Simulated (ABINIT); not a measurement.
Computed results, one entry a study.

A GW chain in ABINIT: K2NaYF6 (Fm-3m). It takes space group Fm-3m (No. 225, cubic). Conventional cell: a = 8.917 Å, b = 8.917 Å, c = 8.917 Å, α = 90.00°, β = 90.00°, γ = 90.00°. Nearest to K lie 12 F at 3.15 Å. Nearest to Na lie 6 F at 2.28 Å. Nearest to Y lie 6 F at 2.18 Å. Nearest to F lie 1 Y at 2.18 Å and 1 Na at 2.28 Å and 4 K at 3.15 Å. Farther neighbours, and contacts between anions beyond the nearest, are not listed. The calculation used RPA screening on PBEsol, plane waves, norm-conserving pseudopotentials (and 2 further levels or steps) in ABINIT 10.8.3, with cutoff 38 Ha, PseudoDojo scalar-relativistic 0.4.1 standard, norm-conserving, ngkpt (2, 2, 2), nband 255, ecuteps 4.8 Ha, inclvkb 2, shiftk (0, 0, 0), symchi 1, awtr 1, frequency ppm, 2×2×2 k-mesh. The PBEsol gap is 6.16 eV, direct, the G0W0 gap on the mesh is 9.54 eV and the GW settings are 2×2×2 mesh, 255 bands, screening to 130.6 eV, Godby-Needs plasmon pole. The known limits are short of the basis limit; no spin-orbit coupling; coarse k mesh. G0W0 moves the gap on the mesh from 6.16 eV to 9.54 eV (+3.38 eV), with Z of 0.81 and 0.90 at the edges. Local fields lower the RPA ε∞ on this mesh from 2.13 to 1.93; a Γ-centred mesh this coarse tends to raise both, most where the direct gap is narrow, while a short band sum lowers them. The program's warnings: nproc spkpt=  >= nkpt= * nsppol=. The cell and positions are those that the Materials Project relaxed with its own functionals (PBE, PBE+U or r2SCAN), kept fixed. Limits: no spin-orbit coupling. The 2×2×2 mesh is coarse for this cell, which bears on the long-range parts of exchange and screening.

[Paths, hosts, dates, memory and timing lines, banners, echoed tables and standing remarks are left out of the program output; an Ansatz launch command may be rebuilt from the run's recorded settings. Measured values are a selection of at most five: reports struck by readers or far from the other reports are left out. None is set beside runs whose start may be inverted or whose files or cutoffs have a known fault.]

[Runs of the session that timed out or met a known fault of the program may be left out.]

[Hosts, paths, dates, database ids (printed as entryN), source tags and the programs' standing remarks are cut or masked in the printed files.]

[G0W0 gaps are taken among the corrected bands and points alone; a level outside them can change the order at an edge.]

[Where Ansatz stands beside ABINIT at settings called matched, ABINIT's density can come from a denser mesh and the files from another edition; pairs whose starting gaps differed by over 0.03 eV were left out, so agreement reads better than it is.]
